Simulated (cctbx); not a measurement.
# Diagnosing a refinement

Cell a = 10.1820 Å, b = 10.2950 Å, c = 14.3600 Å, α = 90.00°, β = 90.00°, γ = 90.00°; space group Imma (no. 74).

The data are simulated with cctbx, not measured: Cu Kα, λ = 1.54184 Å, to d = 0.83 Å, 95 % of the full sphere, strongest reflection 5000 counts, noise from counting, a 2 % proportional error and a noise floor of 2 counts (s.d.); no absorption.

An isotropic refinement with weights 1/σ² prints:

```text
Rint 0.033, 788 unique reflections to 0.83 A
cycle     R1     wR2    GooF  max shift (A)
   1  0.8948  0.9923  37.741   0.87279
   5  0.0136  0.0302   1.149   0.00002
final R1 0.0136 wR2 0.0302 GooF 1.149  parameters 12  data/parameter 65.7
atom        x        y        z      Ueq    occ   su(xyz)  su(Uiso or U11)
I1     0.69499  0.95080  0.62312   0.0089  1.000  0.00002  0.0001
I2     0.00000  0.25000  0.32654   0.0116  1.000  0.00003  0.0001
I3     0.50000  0.75000  0.42922   0.0121  1.000  0.00003  0.0001
Ni1    0.25000  0.25000  0.25000   0.0111  1.000  0.00000  0.0002
Cr1    0.00000  0.00000  0.00000   0.0133  1.000  0.00000  0.0002
Li1    0.00000  0.75000  0.37978   0.0243  1.000  0.00107  0.0030
difference map: max 0.84 min -1.03 rms 0.15
Q1    0.2029  0.0242  0.0915   16    0.89  0.53 A from I1
Q2    0.0000  0.2500  0.9681    4    0.86  0.56 A from I3
Q3    0.0000  0.2500  0.8969    4    0.81  0.46 A from I3
Q4    0.1924  0.0697  0.1546   16    0.76  0.50 A from I1
Q5    0.0000  0.2083  0.5675    8    0.71  0.87 A from Li1
Q6    0.0000  0.1317  0.3068    8    0.70  1.25 A from I2
```

**Question.** Can this result stand? If not, what is the likely fault?

It can stand. The set-up had a fault (start far from the minimum), but the refinement still reached the right minimum: R1 = 0.0136, wR2 = 0.0302, GooF = 1.15 against R1 = 0.0136, wR2 = 0.0302, GooF = 1.15 for the right model.

The compound is LiCrNiI6. The right model at the same level gives:

```text
Rint 0.033, 788 unique reflections to 0.83 A
cycle     R1     wR2    GooF  max shift (A)
   1  0.1608  0.3556  13.524   0.08209
   3  0.0136  0.0302   1.149   0.00000
final R1 0.0136 wR2 0.0302 GooF 1.149  parameters 12  data/parameter 65.7
atom        x        y        z      Ueq    occ   su(xyz)  su(Uiso or U11)
I1     0.69499  0.95080  0.62312   0.0089  1.000  0.00002  0.0001
I2     0.00000  0.25000  0.32654   0.0116  1.000  0.00003  0.0001
I3     0.50000  0.75000  0.42922   0.0121  1.000  0.00003  0.0001
Ni1    0.25000  0.25000  0.25000   0.0111  1.000  0.00000  0.0002
Cr1    0.00000  0.00000  0.00000   0.0133  1.000  0.00000  0.0002
Li1    0.00000  0.75000  0.37978   0.0243  1.000  0.00107  0.0030
difference map: max 0.84 min -1.03 rms 0.15
Q1    0.2029  0.0242  0.0915   16    0.89  0.53 A from I1
Q2    0.0000  0.2500  0.9681    4    0.86  0.56 A from I3
Q3    0.0000  0.2500  0.8968    4    0.81  0.46 A from I3
Q4    0.1924  0.0697  0.1546   16    0.76  0.50 A from I1
Q5    0.0000  0.2083  0.5675    8    0.71  0.87 A from Li1
Q6    0.0000  0.1317  0.3068    8    0.70  1.25 A from I2
```

The model was made for the exercise: a known structure type with other elements put in, its volume estimated, not relaxed; displacement parameters are assumed.

[Middle refinement cycles are left out of these outputs.]

[Logs are printed without paths, hosts, clocks, repeated set-up lines and the standing remarks that a program may print on its own settings, such as how far it seeks lower states.]
